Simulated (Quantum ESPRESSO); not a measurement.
# Calculated records

**Fixed-spin-moment curve of FeNi3**

Symmetry: Pm-3m, No. 221, cubic system. Conventional cell: a = 3.553 Å, b = 3.553 Å, c = 3.553 Å, α = 90.00°, β = 90.00°, γ = 90.00°. Nearest to Fe lie 12 Ni at 2.51 Å. Nearest to Ni lie 4 Fe at 2.51 Å and 8 Ni at 2.51 Å. Farther neighbours are not listed.

| Item | Value |
| --- | --- |
| method | PBE; plane waves with GBRV 1.5 PBE potentials, no spin-orbit coupling (and 1 further level or step) |
| program | Quantum ESPRESSO 7.5 |
| settings of one run | GBRV 1.5 PBE, potential files Ni: ni_pbe_v1.4.uspp.F.UPF, Fe: fe_pbe_v1.5.uspp.F.UPF, cutoff 544.23 eV, 8×8×8 k-mesh, 48 bands, fermi-dirac occupations, smearing width 0.05 eV, collinear spin, SCF threshold 8.00e-9, starting moments 2.8 1 1 1 μB |
| cost | 11 runs, 6.4 min in all on 4 MPI ranks of Arm Neoverse V2, shared host (the runs of this entry) |
| notes | The run is spin-polarised, with a total moment of 4.98 μB a cell (absolute 5.51). All runs start parallel; opposed orders may lie lower. |
| moment of the free run | 4.98 μB a cell |
| energy at zero total moment | 1165 meV a cell over the lowest |

At zero total moment the site moments vanish, so the 1165 meV a cell is the energy of forming them. The points show one minimum alone.

[Hosts, paths, dates, database ids (printed as entryN), source tags and the programs' standing remarks are cut or masked in the printed files.]

[Where a cell is said to come from a database of computed structures, the database is the Materials Project.]
